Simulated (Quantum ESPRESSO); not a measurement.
**CdS (Hawleyite): from the cell to the phonon bands**

How does CdS (Hawleyite) vibrate, and is this structure a minimum?

Main program and level: Quantum ESPRESSO 7.5; DFT LDA, scalar-relativistic, plane waves, GBRV ultrasoft pseudopotentials.

### Step 1. The starting structure

It takes space group F-43m (No. 216, cubic). Conventional cell: a = 5.833 Å, b = 5.833 Å, c = 5.833 Å, α = 90.00°, β = 90.00°, γ = 90.00°. Cd has 4 S at 2.53 Å nearest. Nearest to S lie 4 Cd at 2.53 Å. Farther neighbours and most contacts between anions are not listed.

### Step 2. A probe with smearing

A cheap run with smearing and empty bands tells whether the crystal has a gap, which decides between fixed occupations and smearing later on.

probe.in

```
&CONTROL
  calculation = 'scf'
  prefix      = 'x'
  outdir      = './tmp'
  pseudo_dir  = './pseudo'
  tprnfor     = .true.
  tstress     = .true.
  verbosity   = 'high'
/
&SYSTEM
  ibrav       = 0
  nat         = 2
  ntyp        = 2
  ecutwfc     = 40.0
  ecutrho     = 240.0
  occupations = 'smearing'
  smearing    = 'gaussian'
  degauss     = 0.01
/
&ELECTRONS
  conv_thr         = 1.0d-07
  mixing_beta      = 0.7
  electron_maxstep = 100
/
ATOMIC_SPECIES
 Cd    112.4140  Cd.upf
 S      32.0600  S.upf
CELL_PARAMETERS angstrom
    -2.916500000    0.000000000    2.916500000
     0.000000000    2.916500000    2.916500000
    -2.916500000    2.916500000    0.000000000
ATOMIC_POSITIONS crystal
 Cd     0.000000000   0.000000000   0.000000000
 S      0.250000000   0.250000000   0.250000000
K_POINTS automatic
 6 6 6 0 0 0
```

Launch:

```sh
$ OMP_NUM_THREADS=1 mpirun -n 4 pw.x -nk 4 -in probe.in > probe.out
```

The log of the run:

```text
[banners, grids, parts of the stress and lines that vanish by symmetry left out]
Program PWSCF v.7.5
     Message from routine setup:
     using ibrav=0 with symmetry is DISCOURAGED, use correct ibrav instead
[...]
kinetic-energy cutoff     =      40.0000  Ry
     charge density cutoff     =     240.0000  Ry
     scf convergence threshold =      1.0E-07
[...]
Exchange-correlation=  SLA  PZ   NOGX NOGC
                           (   1   1   0   0   0   0   0)
[...]
24 Sym. Ops. (no inversion) found
[...]
(     0          1          0      )
                  (     0          0          1      )
[...]
(  0.0000000  1.0000000  0.0000000 )
                  ( -0.0000000 -0.0000000  1.0000000 )
[...]
(     1          0         -1      )
                  (     0          0         -1      )
[...]
(  0.0000000  1.0000000  0.0000000 )
[...]
(    -1          0          1      )
                  (    -1          0          0      )
[...]
( -0.0000000 -0.0000000  1.0000000 )
                  (  0.0000000 -1.0000000 -0.0000000 )
[...]
number of k points=    16  Gaussian smearing, width (Ry)=  0.0100
[...]
End of self-consistent calculation
[...]
the Fermi energy is     5.7776 ev
!    total energy              =    -138.69665727 Ry
[...]
convergence has been achieved in   7 iterations
[...]
atom    1 type  1   force =     0.00000000   -0.00000000    0.00000000
     atom    2 type  2   force =    -0.00000000    0.00000000   -0.00000000
[...]
Total force =     0.000000     Total SCF correction =     0.000000
[...]
total   stress  (Ry/bohr**3)                   (kbar)     P=      -23.72
[...]
XML data file, charge density, pseudopotentials, collected wavefunctions

   JOB DONE.
```

Elapsed: 2.7 s, on 4 MPI ranks of Arm Neoverse V1, shared host.

Read from the output:

| Property | Result |
| --- | --- |
| volume per atom | 24.81 Å³ |
| pressure | -2.372 GPa |
| gap on the k-mesh | 0.8287 eV |

A gap of 0.83 eV opens on this mesh, so the crystal is taken as an insulator; the start stands at -2.4 GPa.

### Step 3. Relaxation

The relaxation runs at a cutoff a fifth above that of the response, since stress converges more slowly with the basis than frequencies do. Forces and stress are brought to rest with tight thresholds.

relax.in

```
&CONTROL
  calculation   = 'vc-relax'
  prefix        = 'x'
  outdir        = './tmp'
  pseudo_dir    = './pseudo'
  tprnfor       = .true.
  tstress       = .true.
  forc_conv_thr = 2.0d-05
  etot_conv_thr = 1.0d-07
  nstep         = 40
/
&SYSTEM
  ibrav       = 0
  nat         = 2
  ntyp        = 2
  ecutwfc     = 48
  ecutrho     = 288.0
  occupations = 'fixed'
  nbnd        = 11
/
&ELECTRONS
  conv_thr         = 1.0d-11
  mixing_beta      = 0.7
  electron_maxstep = 100
/
&IONS
/
&CELL
  press_conv_thr = 0.2
/
ATOMIC_SPECIES
 Cd    112.4140  Cd.upf
 S      32.0600  S.upf
CELL_PARAMETERS angstrom
    -2.916500000    0.000000000    2.916500000
     0.000000000    2.916500000    2.916500000
    -2.916500000    2.916500000    0.000000000
ATOMIC_POSITIONS crystal
 Cd     0.000000000   0.000000000   0.000000000
 S      0.250000000   0.250000000   0.250000000
K_POINTS automatic
 8 8 8 0 0 0
```

Launch:

```sh
$ OMP_NUM_THREADS=1 mpirun -n 4 pw.x -nk 4 -in relax.in > relax.out
```

The log of the run:

```text
[banners, grids, parts of the stress and lines that vanish by symmetry left out]
[banner, memory and clock lines left out]
Program PWSCF v.7.5

[...]
kinetic-energy cutoff     =      48.0000  Ry
     charge density cutoff     =     288.0000  Ry
     scf convergence threshold =      1.0E-11
[...]
energy convergence thresh.=      1.0E-07
     force convergence thresh. =      2.0E-05
     press convergence thresh. =      2.0E-01
     Exchange-correlation=  SLA  PZ   NOGX NOGC
                           (   1   1   0   0   0   0   0)
[...]
24 Sym. Ops. (no inversion) found
[...]
number of k points=    29
[...]
End of self-consistent calculation
[...]
highest occupied, lowest unoccupied level (ev):     5.3484    6.1792
!    total energy              =    -138.69735052 Ry
[...]
convergence has been achieved in  11 iterations
[...]
atom    1 type  1   force =    -0.00000000    0.00000000   -0.00000000
     atom    2 type  2   force =     0.00000000   -0.00000000    0.00000000
     Total force =     0.000000     Total SCF correction =     0.000000
[...]
total   stress  (Ry/bohr**3)                   (kbar)     P=      -23.23
[...]
number of bfgs steps    =   0
[...]
CELL_PARAMETERS (angstrom)
[...]
ATOMIC_POSITIONS (crystal)
Cd              -0.0000000000       -0.0000000000        0.0000000000
S                0.2500000000        0.2500000000        0.2500000000
[...]
New effective cutoffs (rho, wfc):  289.51   48.37
[...]
End of self-consistent calculation
[...]
highest occupied, lowest unoccupied level (ev):     5.5034    6.3587
!    total energy              =    -138.69788513 Ry
[...]
convergence has been achieved in   7 iterations
[...]
atom    1 type  1   force =     0.00000000   -0.00000000   -0.00000000
     atom    2 type  2   force =    -0.00000000    0.00000000   -0.00000000
     Total force =     0.000000     Total SCF correction =     0.000000
[...]
total   stress  (Ry/bohr**3)                   (kbar)     P=      -16.52
[...]
number of bfgs steps    =   1
[...]
CELL_PARAMETERS (angstrom)
[...]
ATOMIC_POSITIONS (crystal)
Cd              -0.0000000000       -0.0000000000       -0.0000000000
S                0.2500000000        0.2500000000        0.2500000000
[...]
New effective cutoffs (rho, wfc):  292.98   48.95
[...]
End of self-consistent calculation
[...]
highest occupied, lowest unoccupied level (ev):     5.7416    6.6332
!    total energy              =    -138.69832413 Ry
[...]
convergence has been achieved in  10 iterations
[...]
atom    1 type  1   force =     0.00000000   -0.00000000    0.00000000
     atom    2 type  2   force =     0.00000000   -0.00000000   -0.00000000
     Total force =     0.000000     Total SCF correction =     0.000000
[...]
total   stress  (Ry/bohr**3)                   (kbar)     P=       -5.65
[...]
number of bfgs steps    =   2
[...]
CELL_PARAMETERS (angstrom)
[...]
ATOMIC_POSITIONS (crystal)
[...]
New effective cutoffs (rho, wfc):  294.78   49.25
[...]
End of self-consistent calculation
[...]
highest occupied, lowest unoccupied level (ev):     5.8659    6.7758
!    total energy              =    -138.69837874 Ry
[...]
convergence has been achieved in  10 iterations
[...]
atom    1 type  1   force =     0.00000000    0.00000000   -0.00000000
     atom    2 type  2   force =    -0.00000000   -0.00000000    0.00000000
     Total force =     0.000000     Total SCF correction =     0.000000
[...]
total   stress  (Ry/bohr**3)                   (kbar)     P=        0.29
[...]
number of bfgs steps    =   3
[...]
CELL_PARAMETERS (angstrom)
[...]
ATOMIC_POSITIONS (crystal)
[...]
New effective cutoffs (rho, wfc):  294.69   49.23
[...]
End of self-consistent calculation
[...]
highest occupied, lowest unoccupied level (ev):     5.8599    6.7689
!    total energy              =    -138.69837888 Ry
[...]
convergence has been achieved in   6 iterations
[...]
atom    1 type  1   force =     0.00000000    0.00000000    0.00000000
     atom    2 type  2   force =     0.00000000    0.00000000    0.00000000
     Total force =     0.000000     Total SCF correction =     0.000000
[...]
total   stress  (Ry/bohr**3)                   (kbar)     P=       -0.01
[...]
number of bfgs steps    =   4
[...]
small trust_radius: resetting bfgs history
[...]
CELL_PARAMETERS (angstrom)
[...]
ATOMIC_POSITIONS (crystal)
[...]
New effective cutoffs (rho, wfc):  294.70   49.23
[...]
End of self-consistent calculation
[...]
highest occupied, lowest unoccupied level (ev):     5.8599    6.7690
!    total energy              =    -138.69837888 Ry
[...]
convergence has been achieved in   2 iterations
[...]
atom    1 type  1   force =     0.00000000    0.00000000   -0.00000000
     atom    2 type  2   force =     0.00000000    0.00000000    0.00000000
     Total force =     0.000000     Total SCF correction =     0.000000
[...]
total   stress  (Ry/bohr**3)                   (kbar)     P=       -0.00
[...]
bfgs converged in   6 scf cycles and   5 bfgs steps
[...]
End of BFGS Geometry Optimization
     Final enthalpy           =    -138.6983788794 Ry
     File ./tmp/x.bfgs deleted, as requested
[...]
CELL_PARAMETERS (angstrom)
[...]
ATOMIC_POSITIONS (crystal)
Cd              -0.0000000000       -0.0000000000       -0.0000000000
S                0.2500000000        0.2500000000        0.2500000000
[...]
Final scf calculation at the relaxed structure.
[...]
kinetic-energy cutoff     =      48.0000  Ry
     charge density cutoff     =     288.0000  Ry
     scf convergence threshold =      1.0E-13
[...]
press convergence thresh. =      2.0E-01
     Exchange-correlation=  SLA  PZ   NOGX NOGC
                           (   1   1   0   0   0   0   0)
[...]
24 Sym. Ops. (no inversion) found
[...]
number of k points=    29
[...]
c_bands:  1 eigenvalues not converged
     c_bands:  1 eigenvalues not converged
     c_bands:  1 eigenvalues not converged
[...]
c_bands:  3 eigenvalues not converged
[...]
End of self-consistent calculation
[...]
highest occupied, lowest unoccupied level (ev):     5.8600    6.7689
!    total energy              =    -138.69815092 Ry
[...]
convergence has been achieved in  15 iterations
[...]
atom    1 type  1   force =     0.00000000    0.00000000    0.00000000
     atom    2 type  2   force =    -0.00000000   -0.00000000    0.00000000
     Total force =     0.000000     Total SCF correction =     0.000000
[...]
total   stress  (Ry/bohr**3)                   (kbar)     P=        1.16
[...]
XML data file, charge density, pseudopotentials, collected wavefunctions
```

Elapsed: 37 s, on 4 MPI ranks.

Step by step:

| step | energy less that of the first step (eV) | largest force (eV/Å) | pressure (GPa) | volume (Å³) |
| --- | --- | --- | --- | --- |
| 1 | 0.0000 | 0.0000 | -2.32 | 49.62 |
| 2 | -0.0073 | 0.0000 | -1.65 | 49.03 |
| 3 | -0.0132 | 0.0000 | -0.57 | 48.16 |
| 4 | -0.0140 | 0.0000 | 0.03 | 47.72 |
| 5 | -0.0140 | 0.0000 | 0.00 | 47.74 |
| 6 | -0.0140 | 0.0000 | 0.00 | 47.74 |
| 7 | -0.0109 | 0.0000 | 0.12 | 47.74 |

| conventional cell, symmetrised | before | after | change |
| --- | --- | --- | --- |
| a (Å) | 5.833 | 5.759 | -1.3 % |
| b (Å) | 5.833 | 5.759 | -1.3 % |
| c (Å) | 5.833 | 5.759 | -1.3 % |
| volume (Å³/atom) | 24.81 | 23.87 | -3.8 % |

The relaxed structure:

```
CELL_PARAMETERS angstrom
-2.87933 0.00000 2.87933
0.00000 2.87933 2.87933
-2.87933 2.87933 0.00000
ATOMIC_POSITIONS crystal
Cd 0.00000 0.00000 0.00000
S 0.25000 0.25000 0.25000
```

The last row of the table of steps is pw.x's closing run on a basis chosen anew for the final cell, so its energy can jump.

Numbers from this step:

```yaml
volume_per_atom: 23.87 Å³
pressure: 0.1160 GPa
gap_on_the_k_mesh: 0.9089 eV
```

The volume changes by -3.8 % from the cell with which this run began.

### Step 4. Relaxation

A variable-cell run keeps the plane waves of its start, so its end shows a stress on a fresh basis; a second run from that cell removes it.

Edit relax.in of step 3 so:

```diff
@@ -34,5 +34,5 @@
 CELL_PARAMETERS angstrom
-    -2.916500000    0.000000000    2.916500000
-     0.000000000    2.916500000    2.916500000
-    -2.916500000    2.916500000    0.000000000
+    -2.879325150    0.000000000    2.879325150
+     0.000000000    2.879325150    2.879325150
+    -2.879325150    2.879325150    0.000000000
 ATOMIC_POSITIONS crystal
```

The log of the run:

```text
[banners, grids, parts of the stress and lines that vanish by symmetry left out]
[banner, memory and clock lines left out]
Program PWSCF v.7.5

[...]
kinetic-energy cutoff     =      48.0000  Ry
     charge density cutoff     =     288.0000  Ry
     scf convergence threshold =      1.0E-11
[...]
energy convergence thresh.=      1.0E-07
     force convergence thresh. =      2.0E-05
     press convergence thresh. =      2.0E-01
     Exchange-correlation=  SLA  PZ   NOGX NOGC
                           (   1   1   0   0   0   0   0)
[...]
24 Sym. Ops. (no inversion) found
[...]
number of k points=    29
[...]
c_bands:  1 eigenvalues not converged
[...]
End of self-consistent calculation
[...]
highest occupied, lowest unoccupied level (ev):     5.8600    6.7689
!    total energy              =    -138.69815092 Ry
[...]
convergence has been achieved in  11 iterations
[...]
atom    1 type  1   force =     0.00000000   -0.00000000    0.00000000
     atom    2 type  2   force =    -0.00000000   -0.00000000   -0.00000000
     Total force =     0.000000     Total SCF correction =     0.000000
[...]
total   stress  (Ry/bohr**3)                   (kbar)     P=        1.16
[...]
number of bfgs steps    =   0
[...]
CELL_PARAMETERS (angstrom)
[...]
ATOMIC_POSITIONS (crystal)
Cd              -0.0000000000        0.0000000000       -0.0000000000
S                0.2500000000        0.2500000000        0.2500000000
[...]
New effective cutoffs (rho, wfc):  286.25   47.96
[...]
End of self-consistent calculation
[...]
highest occupied, lowest unoccupied level (ev):     5.8519    6.7597
!    total energy              =    -138.69815217 Ry
[...]
convergence has been achieved in   4 iterations
[...]
atom    1 type  1   force =    -0.00000000   -0.00000000    0.00000000
     atom    2 type  2   force =     0.00000000    0.00000000    0.00000000
     Total force =     0.000000     Total SCF correction =     0.000000
[...]
total   stress  (Ry/bohr**3)                   (kbar)     P=        0.78
[...]
number of bfgs steps    =   1
[...]
CELL_PARAMETERS (angstrom)
[...]
ATOMIC_POSITIONS (crystal)
Cd               0.0000000000        0.0000000000       -0.0000000000
S                0.2500000000        0.2500000000        0.2500000000
[...]
New effective cutoffs (rho, wfc):  286.12   47.94
[...]
End of self-consistent calculation
[...]
highest occupied, lowest unoccupied level (ev):     5.8430    6.7495
!    total energy              =    -138.69815295 Ry
[...]
convergence has been achieved in   7 iterations
[...]
atom    1 type  1   force =     0.00000000    0.00000000    0.00000000
     atom    2 type  2   force =     0.00000000    0.00000000    0.00000000
     Total force =     0.000000     Total SCF correction =     0.000000
[...]
total   stress  (Ry/bohr**3)                   (kbar)     P=        0.33
[...]
number of bfgs steps    =   2
[...]
CELL_PARAMETERS (angstrom)
[...]
ATOMIC_POSITIONS (crystal)
[...]
New effective cutoffs (rho, wfc):  286.03   47.92
[...]
End of self-consistent calculation
[...]
highest occupied, lowest unoccupied level (ev):     5.8365    6.7420
!    total energy              =    -138.69815313 Ry
[...]
convergence has been achieved in   7 iterations
[...]
atom    1 type  1   force =    -0.00000000   -0.00000000    0.00000000
     atom    2 type  2   force =     0.00000000   -0.00000000   -0.00000000
     Total force =     0.000000     Total SCF correction =     0.000000
[...]
total   stress  (Ry/bohr**3)                   (kbar)     P=        0.01
[...]
number of bfgs steps    =   3
[...]
small trust_radius: resetting bfgs history
[...]
CELL_PARAMETERS (angstrom)
[...]
ATOMIC_POSITIONS (crystal)
[...]
New effective cutoffs (rho, wfc):  286.03   47.92
[...]
End of self-consistent calculation
[...]
highest occupied, lowest unoccupied level (ev):     5.8364    6.7419
!    total energy              =    -138.69815313 Ry
[...]
convergence has been achieved in   3 iterations
[...]
atom    1 type  1   force =    -0.00000000   -0.00000000    0.00000000
     atom    2 type  2   force =    -0.00000000   -0.00000000   -0.00000000
     Total force =     0.000000     Total SCF correction =     0.000000
[...]
total   stress  (Ry/bohr**3)                   (kbar)     P=        0.01
[...]
bfgs converged in   5 scf cycles and   4 bfgs steps
[...]
End of BFGS Geometry Optimization
     Final enthalpy           =    -138.6981531328 Ry
     File ./tmp/x.bfgs deleted, as requested
[...]
CELL_PARAMETERS (angstrom)
[...]
ATOMIC_POSITIONS (crystal)
Cd               0.0000000000        0.0000000000       -0.0000000000
S                0.2500000000        0.2500000000        0.2500000000
[...]
Final scf calculation at the relaxed structure.
[...]
kinetic-energy cutoff     =      48.0000  Ry
     charge density cutoff     =     288.0000  Ry
     scf convergence threshold =      1.0E-13
[...]
press convergence thresh. =      2.0E-01
     Exchange-correlation=  SLA  PZ   NOGX NOGC
                           (   1   1   0   0   0   0   0)
[...]
24 Sym. Ops. (no inversion) found
[...]
number of k points=    29
[...]
c_bands:  1 eigenvalues not converged
     c_bands:  1 eigenvalues not converged
[...]
c_bands:  2 eigenvalues not converged
[...]
End of self-consistent calculation
[...]
highest occupied, lowest unoccupied level (ev):     5.8363    6.7419
!    total energy              =    -138.69816048 Ry
[...]
convergence has been achieved in  16 iterations
[...]
atom    1 type  1   force =     0.00000000    0.00000000   -0.00000000
     atom    2 type  2   force =    -0.00000000   -0.00000000    0.00000000
     Total force =     0.000000     Total SCF correction =     0.000000
[...]
total   stress  (Ry/bohr**3)                   (kbar)     P=       -0.03
[...]
XML data file, charge density, pseudopotentials, collected wavefunctions
```

Run time: 30 s. Hardware: 4 MPI ranks; 2 min of CPU time.

Little changed from the start: no atom moved by 0.005 Å and no cell edge by 0.1 %.

The last row of the table of steps is pw.x's closing run on a basis chosen anew for the final cell, so its energy can jump.

Read from the output:

```yaml
volume_per_atom: 23.91 Å³
pressure: -0.003000 GPa
gap_on_the_k_mesh: 0.9056 eV
```

### Step 5. Self-consistent run for the response

The response is built on this ground state, so it is converged far tighter than an energy would need. With a gap, occupations are fixed, which also allows the response to an electric field.

scf.in

```
&CONTROL
  calculation = 'scf'
  prefix      = 'x'
  outdir      = './tmp'
  pseudo_dir  = './pseudo'
  tprnfor     = .true.
  tstress     = .true.
/
&SYSTEM
  ibrav       = 0
  nat         = 2
  ntyp        = 2
  ecutwfc     = 40.0
  ecutrho     = 240.0
  occupations = 'fixed'
  nbnd        = 11
/
&ELECTRONS
  conv_thr         = 1.0d-12
  mixing_beta      = 0.7
  electron_maxstep = 100
/
ATOMIC_SPECIES
 Cd    112.4140  Cd.upf
 S      32.0600  S.upf
CELL_PARAMETERS angstrom
    -2.880990076    0.000000000    2.880990076
     0.000000000    2.880990076    2.880990076
    -2.880990076    2.880990076    0.000000000
ATOMIC_POSITIONS crystal
 Cd     0.000000000   0.000000000   0.000000000
 S      0.250000000   0.250000000   0.250000000
K_POINTS automatic
 8 8 8 0 0 0
```

Launch:

```sh
$ OMP_NUM_THREADS=1 mpirun -n 4 pw.x -nk 4 -in scf.in > scf.out
```

The log of the run:

```text
[banners, grids, parts of the stress and lines that vanish by symmetry left out]
[banner, memory and clock lines left out]
Program PWSCF v.7.5

[...]
kinetic-energy cutoff     =      40.0000  Ry
     charge density cutoff     =     240.0000  Ry
     scf convergence threshold =      1.0E-12
[...]
Exchange-correlation=  SLA  PZ   NOGX NOGC
                           (   1   1   0   0   0   0   0)
[...]
24 Sym. Ops. (no inversion) found
[...]
number of k points=    29
[...]
c_bands:  1 eigenvalues not converged
[...]
End of self-consistent calculation
[...]
highest occupied, lowest unoccupied level (ev):     5.8365    6.7419
!    total energy              =    -138.69767418 Ry
[...]
convergence has been achieved in  13 iterations
[...]
atom    1 type  1   force =     0.00000000    0.00000000    0.00000000
     atom    2 type  2   force =     0.00000000    0.00000000   -0.00000000
     Total force =     0.000000     Total SCF correction =     0.000000
[...]
total   stress  (Ry/bohr**3)                   (kbar)     P=       -0.21
[...]
XML data file, charge density, pseudopotentials, collected wavefunctions
```

The job ended after 5.2 s (4 MPI ranks; 21 s of CPU time).

Read from the output:

| Quantity | Value |
| --- | --- |
| pressure | -0.021 GPa |
| gap on the k-mesh | 0.9054 eV |

The cell stands at -0.021 GPa, close enough for phonons.

[end of part 1 of 3]

[Host names and launcher messages were left out of these logs when they were recorded.]

[Logs are printed without paths, hosts, clocks, repeated set-up lines and the standing remarks that a program may print on its own settings, such as how far it seeks lower states.]

[Hosts, paths, dates, database ids (printed as entryN), source tags and the programs' standing remarks are cut or masked in the printed files.]
